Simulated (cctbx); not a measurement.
# What is wrong with this refinement?

Cell a = 4.5930 Å, b = 4.5930 Å, c = 4.5930 Å, α = 90.00°, β = 90.00°, γ = 90.00°; space group Pm-3m (no. 221).

The data are simulated with cctbx, not measured: Mo Kα, λ = 0.71073 Å, to d = 0.7 Å, 70 % of the full sphere, strongest reflection 5000 counts, noise from counting, a 1.5 % proportional error and a noise floor of 2 counts (s.d.); no absorption.

An anisotropic refinement with weights 1/σ² prints:

```text
Rint 0.038, 50 unique reflections to 0.70 A
cycle     R1     wR2    GooF  max shift (A)
   1  0.5765  0.8789  44.455   0.00000
   3  0.3721  0.6888  34.841   0.00000
final R1 0.3726 wR2 0.6888 GooF 34.841  parameters 4  data/parameter 12.5
atom        x        y        z      Ueq    occ   su(xyz)  su(Uiso or U11)
V1     0.50000  0.50000  0.50000  -0.0073  1.000  0.00000  0.0052  NPD
Sr1    0.00000  0.00000  0.00000   0.0453  1.000  0.00000  0.0132
S1     0.00000  0.00000  0.50000   0.0154  1.000  0.00000  0.0114
difference map: max 44.95 min -4.84 rms 3.58
Q1    0.5000  0.5000  0.5000    1   46.89  0.00 A from V1
Q2    0.0000  0.0000  0.5000    3   18.79  0.00 A from S1
Q3    0.0000  0.0000  0.0000    1   14.09  0.00 A from Sr1
Q4    0.1091  0.1091  0.2645   24    1.42  1.29 A from S1
Q5    0.2067  0.5000  0.5000    6    1.33  1.35 A from V1
Q6    0.0922  0.3164  0.5000   24    0.78  1.51 A from S1
```

**Question.** Can this result stand? If not, what is the likely fault?

Mend it. The fault: elements exchanged: Sr1 is V and V1 is Sr. Against the right model at the same level, R1 goes from 0.0094 to 0.3726 and GooF from 0.93 to 34.84, U of V1 shrinks from 0.0344 to -0.0073 Å², the top difference peak, 46.9 e/Å³, lies on V1 and V1 goes non-positive-definite. Sr1 has 15 electrons too many, yet its U moves the other way: dispersion, the scale or a false minimum can outweigh the electron count; V1 has 15 electrons too few and its U shrinks to make up, as expected.

The compound is SrVS3. The right model at the same level gives:

```text
Rint 0.038, 50 unique reflections to 0.70 A
cycle     R1     wR2    GooF  max shift (A)
   1  0.0097  0.0192   0.969   0.00000
   2  0.0094  0.0184   0.930   0.00000
final R1 0.0094 wR2 0.0184 GooF 0.930  parameters 4  data/parameter 12.5
atom        x        y        z      Ueq    occ   su(xyz)  su(Uiso or U11)
Sr1    0.50000  0.50000  0.50000   0.0344  1.000  0.00000  0.0002
V1     0.00000  0.00000  0.00000   0.0474  1.000  0.00000  0.0003
S1     0.00000  0.00000  0.50000   0.0357  1.000  0.00000  0.0003
difference map: max 0.13 min -0.19 rms 0.04
Q1    0.0912  0.2518  0.5000   24    0.15  1.23 A from S1
Q2    0.0000  0.0000  0.2051    6    0.13  0.94 A from V1
Q3    0.2180  0.5000  0.5000    6    0.13  1.30 A from Sr1
Q4    0.1700  0.1700  0.2968   24    0.09  1.45 A from S1
Q5    0.0000  0.3369  0.3369   12    0.08  1.72 A from S1
Q6    0.0996  0.4184  0.4184   24    0.07  1.91 A from Sr1
```

Isotropic U is held between 0.0001 and 1 Å² by the program, and listed peak heights are interpolated, so they can pass the grid's maximum.

The model was made for the exercise: a known structure type with other elements put in, its volume estimated, not relaxed; displacement parameters are assumed.

[Middle refinement cycles are left out of these outputs.]

[Logs are printed without paths, hosts, clocks, repeated set-up lines and the standing remarks that a program may print on its own settings, such as how far it seeks lower states.]
